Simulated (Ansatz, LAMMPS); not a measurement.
**Structural relaxation of amorphous carbon (220 atoms)**

Wanted: the relaxed structure of amorphous carbon (220 atoms) and its electronic structure.

Main program and level: Ansatz 0.2.0; Kohn-Sham DFT, PBE, PAW (set soft_2), plane waves.

### 1. Starting point

The cell holds 220 atoms: 220 C. Cell: a = 11.455 Å, b = 11.455 Å, c = 11.455 Å, α = 90.0°, β = 90.0°, γ = 90.0°. 220 atoms (220 C) placed at random at 2.92 g/cm³, melted at 6000 K for 10 ps at fixed volume with the Tersoff potential (Tersoff, Phys. Rev. B 39, 5566 (1989)). Quenched from 6000 K to 300 K at 100 K/ps and fixed volume, held 5 ps, then minimised at fixed cell.

Limits known from the start: The quench rate of 100 K/ps is orders of magnitude faster than experiment, which tends to freeze in extra defects. The starting topology of bonds comes from the classical model. Only the Γ point is sampled, in a cell whose shortest periodic width is 11 Å.

### 2. Single point at the start

The forces at the start show how far the geometry lies from a minimum of this functional.

File input.yaml:

```yaml
crystal:
  lattice:
    - [11.4553, 0.0, 0.0]
    - [0.0, 11.4553, 0.0]
    - [0.0, 0.0, 11.4553]
  atoms:
    - { symbol: C, position: [0.19132, 0.93609, 0.59666] }
    - { symbol: C, position: [0.61259, 0.21159, 0.4017] }
    - { symbol: C, position: [0.74335, 0.95425, 0.80344] }
    - { symbol: C, position: [0.9331, 0.73611, 0.67499] }
    [... 210 atom lines left out ...]
    - { symbol: C, position: [0.58142, 0.42268, 0.029] }
    - { symbol: C, position: [0.12288, 0.05392, 0.77221] }
    - { symbol: C, position: [0.38872, 0.55056, 0.62326] }
    - { symbol: C, position: [0.66949, 0.35977, 0.70449] }
    - { symbol: C, position: [0.55818, 0.79762, 0.18847] }
    - { symbol: C, position: [0.65555, 0.47224, 0.3461] }
kpoints:
  mp_grid: { grid: [1, 1, 1] }
hamiltonian:
  xc: pbe
scf:
  occupations: { method: gaussian, width: 0.05 }
output:
  forces: true
  stress: true
  populations: true
  dos:
    method: { smearing: { sigma: 0.1 } }
    de: 0.1
    projected: { site_lists: { C: [C] } }
  eigenvalues: true
```

The run is started by

```bash
$ ansatz run input.yaml --threads 4 --pin off --max-ram 8192MiB --backend cpu --events-out ev --progress --plain --runs-dir out
```

Elapsed: 44 s, on 4 threads of Arm Neoverse V2, shared host; peak memory 2.6 GiB.

Numbers from this run:

| Property | Result |
| --- | --- |
| free energy | -54994.3801 eV |
| free energy per atom | -249.9745 eV/atom |
| SCF cycles | 9 |
| pressure | -1.45 GPa |
| r.m.s. force component | 1.263 eV/Å |
| longest force | 4.967 eV/Å |
| Fermi energy | 10.81 eV |
| levels partly filled by over 2 per cent | 4 |
| spilling of the projection | 0.00635 |

The r.m.s. force component of 1.3 eV/Å and the pressure of -1.5 GPa set the starting point.

Neighbours are counted within 1.85 Å (C-C).

Length of the force by element and coordination:

| element | coordination | atoms | mean length of the force (eV/Å) | spread | least | most |
| --- | --- | --- | --- | --- | --- | --- |
| C | all | 220 | 1.98 | 0.935 | 0.342 | 4.97 |
| C | 3 | 160 | 2.21 | 0.944 | 0.343 | 4.97 |
| C | 4 | 60 | 1.37 | 0.556 | 0.342 | 3.32 |

### 3. Relaxation

The atoms are relaxed in the fixed cell, aiming at the force tolerance of the input.

input.yaml, the sections that differ from step 2:

```yaml
output:
  forces: true
relax:
  f_tol: 0.05
  max_steps: 198
# crystal, kpoints, hamiltonian, scf: as in step 2
```

Elapsed: 15 min, on 4 threads; peak memory 2.6 GiB.

Relaxation path (22 of 50):

| step | energy less that of the first step (eV) | largest force component (eV/Å) |
| --- | --- | --- |
| 1 | 0.0000 | 3.9860 |
| 3 | -23.9712 | 2.9071 |
| 6 | -35.0315 | 1.8162 |
| 8 | -39.7773 | 2.6024 |
| 10 | -42.3853 | 1.3055 |
| 13 | -45.1231 | 1.0626 |
| 15 | -46.3950 | 1.3669 |
| 17 | -47.1123 | 1.2364 |
| 20 | -47.6230 | 1.3752 |
| 22 | -48.2060 | 0.8218 |
| 24 | -48.5832 | 1.8028 |
| 27 | -48.7565 | 4.3234 |
| 29 | -49.1263 | 0.5963 |
| 31 | -49.1772 | 0.2999 |
| 34 | -49.5960 | 0.7628 |
| 36 | -49.7258 | 0.6746 |
| 38 | -49.8537 | 0.3781 |
| 41 | -49.8902 | 0.2266 |
| 43 | -49.9286 | 0.3241 |
| 45 | -49.9737 | 0.1238 |
| 48 | -49.9778 | 0.0685 |
| 50 | -49.9787 | 0.0237 |

Relaxation steps 27, 42, 47, 49 were tried and not accepted.

The atoms that moved most (Å):

| atom | dx | dy | dz | length |
| --- | --- | --- | --- | --- |
| C5 | 0.310 | -0.753 | 0.060 | 0.816 |
| C80 | -0.427 | -0.576 | -0.021 | 0.717 |
| C86 | 0.064 | -0.145 | -0.695 | 0.713 |
| C191 | -0.096 | -0.273 | -0.641 | 0.704 |
| C215 | 0.136 | 0.314 | -0.609 | 0.698 |
| C109 | 0.067 | -0.169 | -0.603 | 0.630 |
| C184 | 0.395 | -0.331 | -0.337 | 0.615 |
| C114 | -0.470 | -0.297 | 0.242 | 0.606 |

The relaxation changed the energy by -227 meV/atom, and atoms moved by 0.34 Å r.m.s., 0.82 Å at most.

### 4. Structure statistics after relaxation

Bonds before and after, by the cutoffs listed below:

| pair | bonds before | bonds after | mean before (Å) | mean after (Å) | spread before (Å) | spread after (Å) |
| --- | --- | --- | --- | --- | --- | --- |
| C-C | 360 | 395 | 1.504 | 1.543 | 0.059 | 0.089 |

Density 2.92 g/cm³, 6.833 Å³ an atom.

Pair distribution function in bins of 0.1 Å:

| r (Å) | total |
| --- | --- |
| 1.25 | 0.00 |
| 1.35 | 0.77 |
| 1.45 | 1.88 |
| 1.55 | 4.01 |
| 1.65 | 1.30 |
| 1.75 | 0.31 |
| 1.85 | 0.04 |
| 1.95 | 0.00 |
| 2.05 | 0.01 |
| 2.15 | 0.15 |
| 2.25 | 0.29 |
| 2.35 | 0.92 |
| 2.45 | 1.79 |
| 2.55 | 2.34 |
| 2.65 | 1.66 |
| 2.75 | 1.34 |
| 2.85 | 1.15 |
| 2.95 | 0.99 |
| 3.05 | 0.98 |
| 3.15 | 0.77 |
| 3.25 | 0.78 |
| 3.35 | 0.85 |
| 3.45 | 0.88 |
| 3.55 | 0.82 |
| 3.65 | 1.07 |
| 3.75 | 1.15 |
| 3.85 | 1.19 |
| 3.95 | 0.93 |
| 4.05 | 0.92 |
| 4.15 | 0.82 |
| 4.25 | 0.99 |
| 4.35 | 0.96 |
| 4.45 | 0.91 |
| 4.55 | 1.03 |
| 4.65 | 1.02 |
| 4.75 | 1.03 |
| 4.85 | 1.07 |
| 4.95 | 1.09 |
| 5.05 | 1.06 |
| 5.15 | 1.04 |
| 5.25 | 0.99 |
| 5.35 | 0.95 |
| 5.45 | 0.99 |
| 5.55 | 0.95 |

Bonds by pair of elements; cutoffs follow the first minimum of g(r), held within bounds set by covalent radii, and pairs that aren't listed don't count as bonded:

| pair A-B | cutoff (Å) | bonds | mean length (Å) | spread (Å) | shortest (Å) | B about A | A about B |
| --- | --- | --- | --- | --- | --- | --- | --- |
| C-C | 1.85 | 395 | 1.54 | 0.089 | 1.32 | 3.59 | 3.59 |

How many atoms have how many bonded neighbours:

| element | mean | 3 | 4 |
| --- | --- | --- | --- |
| C | 3.59 | 90 | 130 |

Bond angles, per cent of each kind in bins of 5°:

| angle (°) | C-C-C |
| --- | --- |
| 50–55 | 0.2 |
| 55–60 | 0.2 |
| 60–65 | 0.4 |
| 65–70 | 0.0 |
| 70–75 | 0.1 |
| 75–80 | 0.2 |
| 80–85 | 1.2 |
| 85–90 | 1.7 |
| 90–95 | 2.0 |
| 95–100 | 5.7 |
| 100–105 | 14.7 |
| 105–110 | 16.5 |
| 110–115 | 19.0 |
| 115–120 | 17.5 |
| 120–125 | 11.0 |
| 125–130 | 6.0 |
| 130–135 | 2.7 |
| 135–140 | 0.7 |
| 140–145 | 0.2 |
| 145–150 | 0.2 |

Bond angles (no mean is given where the spread exceeds 20°):

| angle | count | mean (°) | spread (°) |
| --- | --- | --- | --- |
| C-C-C | 1050 | 111 | 11.5 |

Bond length by coordination (bonds to H left out):

| element | coordination | atoms | mean bond length (Å) |
| --- | --- | --- | --- |
| C | 3 | 90 | 1.48 |
| C | 4 | 130 | 1.58 |

Rings of the network by King's shortest-path rule, up to 12 atoms, one path for each pair of neighbours; H, halogens, alkali and alkaline-earth atoms are left out, and the last column divides by all other atoms, bonded or not:

| ring size (atoms) | rings | per network atom |
| --- | --- | --- |
| 3 | 3 | 0.014 |
| 4 | 9 | 0.041 |
| 5 | 44 | 0.2 |
| 6 | 105 | 0.477 |
| 7 | 85 | 0.386 |
| 8 | 42 | 0.191 |
| 9 | 21 | 0.095 |
| 10 | 6 | 0.027 |
| 11 | 5 | 0.023 |

With the cutoffs above, 59 % of C atoms have 4 bonded neighbours. The C-C-C angle averages 111° with a spread of 12°. Read as hybridisation, 59 % of the carbon is sp3 and 41 % sp2. Bonds at C atoms with 3 neighbours average 1.48 Å, against 1.58 Å at those with 4. Rings of 6 atoms are the most common (33 % of those counted); sizes run from 3 to 11.

### 5. Single point at the relaxed geometry

One more single point at the end of the walk gives the fuller output and checks the residual forces.

File input.yaml:

```yaml
crystal:
  lattice:
    - [11.4553, 0.0, 0.0]
    - [0.0, 11.4553, 0.0]
    - [0.0, 0.0, 11.4553]
  atoms:
    - { symbol: C, position: [0.20916, 0.94643, 0.56533] }
    - { symbol: C, position: [0.60653, 0.21715, 0.37609] }
    - { symbol: C, position: [0.70935, 0.96233, 0.78835] }
    - { symbol: C, position: [0.93223, 0.77824, 0.6863] }
    [... 210 atom lines left out ...]
    - { symbol: C, position: [0.59328, 0.45008, 0.97585] }
    - { symbol: C, position: [0.14626, 0.03268, 0.77637] }
    - { symbol: C, position: [0.40438, 0.54871, 0.62409] }
    - { symbol: C, position: [0.66971, 0.32718, 0.69743] }
    - { symbol: C, position: [0.57739, 0.78566, 0.15076] }
    - { symbol: C, position: [0.64488, 0.4624, 0.33101] }
kpoints:
  mp_grid: { grid: [1, 1, 1] }
hamiltonian:
  xc: pbe
scf:
  occupations: { method: gaussian, width: 0.05 }
output:
  forces: true
  stress: true
  populations: true
  dos:
    method: { smearing: { sigma: 0.08 } }
    de: 0.1
    projected: { site_lists: { C: [C] } }
  eigenvalues: true
  write_density: true
  write_potential: true
  volumetric_format: npy
  elf: true
```

Run time: 49 s. Hardware: 4 threads; peak memory 2.6 GiB; 3.2 min of CPU time.

Read from the output:

```yaml
free_energy: -55044.3587 eV
free_energy_per_atom: -250.2016 eV/atom
scf_cycles: 12
pressure: -7.176 GPa
r_m_s_force_component: 0.00459 eV/Å
longest_force: 0.03006 eV/Å
fermi_energy: 10.69 eV
levels_partly_filled_by_over_2_per_cent: 2
spilling_of_the_projection: 0.00562
```

The mean of these charges, 0.022 e, is only the charge that the projection spills.

Löwdin charges by element and coordination (they lack the spilled electrons, 0.022 e an atom on average):

| element | coordination | atoms | mean charge (e) | spread | least | most |
| --- | --- | --- | --- | --- | --- | --- |
| C | all | 220 | 0.0225 | 0.0228 | -0.0639 | 0.0878 |
| C | 3 | 90 | 0.0116 | 0.0281 | -0.0639 | 0.0878 |
| C | 4 | 130 | 0.03 | 0.014 | -0.0175 | 0.0632 |

States in the cell by windows of 1 eV, zero at the Fermi level; the larger projections on atomic orbitals stand beside the total:

| from (eV) | to (eV) | total | C p | C s |
| --- | --- | --- | --- | --- |
| -10 | -9 | 48.1 | 38.6 | 9.2 |
| -9 | -8 | 53.2 | 45.3 | 7.6 |
| -8 | -7 | 64.9 | 57.5 | 7.1 |
| -7 | -6 | 69.3 | 63.1 | 6.0 |
| -6 | -5 | 76.6 | 71.4 | 5.0 |
| -5 | -4 | 73.1 | 68.9 | 3.9 |
| -4 | -3 | 60.7 | 57.8 | 2.7 |
| -3 | -2 | 41.8 | 39.7 | 1.9 |
| -2 | -1 | 30.7 | 29.0 | 1.4 |
| -1 | 0 | 21.7 | 20.2 | 1.2 |
| 0 | 1 | 15.4 | 13.9 | 1.2 |
| 1 | 2 | 20.5 | 18.3 | 1.6 |
| 2 | 3 | 31.6 | 27.0 | 3.4 |
| 3 | 4 | 28.7 | 23.1 | 4.1 |
| 4 | 5 | 41.8 | 30.0 | 8.8 |

The curve was stored every 0.10 eV, coarse against its broadening of 0.08 eV, so these counts are rough.

Between -22 and -10 eV lie 339 more states.

The levels nearest the highest filled one (over half full), pooled over k-points and spins:

| level less the highest filled one (eV) | occupation |
| --- | --- |
| -0.559 | 2 |
| -0.506 | 2 |
| -0.281 | 2 |
| -0.155 | 2 |
| -0.0498 | 1.97 |
| 0 | 1.59 |
| 0.0563 | 0.439 |
| 0.213 | 0 |
| 0.265 | 0 |
| 0.452 | 0 |
| 0.610 | 0 |
| 0.692 | 0 |

Löwdin charges run from -0.06 to +0.09 e, about a mean that is the spilled charge alone. Within 0.4 eV of the Fermi level the largest share is C p (93 % of the projected weight).

1 further run on a deliberately doubtful input is not shown.

### 6. Results

- energy change in the relaxation: -227.2 meV/atom
- r.m.s. displacement: 0.336 Å
- largest displacement: 0.816 Å
- free energy per atom: -250.2016 eV/atom
- pressure: -7.176 GPa
- r.m.s. force component: 0.00459 eV/Å
- wall time of the 3 DFT runs: 16 min

Relaxation lowers the energy by 227 meV/atom and moves atoms by 0.34 Å r.m.s.; the r.m.s. force component goes from 1.3 to 0.0046 eV/Å, the pressure goes from -1.5 to -7.2 GPa. By the final cutoffs 4 of 360 bonded pairs parted and 39 joined. First to last step the energy falls by 49.979 eV; the largest move, 0.82 Å, is that of C5. The C-C bonds go from 1.504 Å (spread 0.059) to 1.543 Å (spread 0.089), and their number from 360 to 395. With the cutoffs above, 59 % of C atoms have 4 bonded neighbours. Read as hybridisation, 59 % of the carbon is sp3 and 41 % sp2. Counting bands leaves a spacing of only 0.056 eV (at Γ alone), which the smearing bridges: 2 levels are partly filled by over 2 %, so a gap, if any, is small at this level.

What to keep in mind: The starting topology of bonds comes from the classical model; in DFT 4 of its 360 bonded pairs passed out of the cutoffs and 39 came within them. The stress is far from hydrostatic: its diagonal is -2.1, -12.2, -7.3 GPa, compression counted positive. The pressure of -7.2 GPa says that the cell would shrink at this level of theory.

[Logs are printed without paths, hosts, clocks, repeated set-up lines and the standing remarks that a program may print on its own settings, such as how far it seeks lower states.]

[Hosts, paths, dates, database ids (printed as entryN), source tags and the programs' standing remarks are cut or masked in the printed files.]
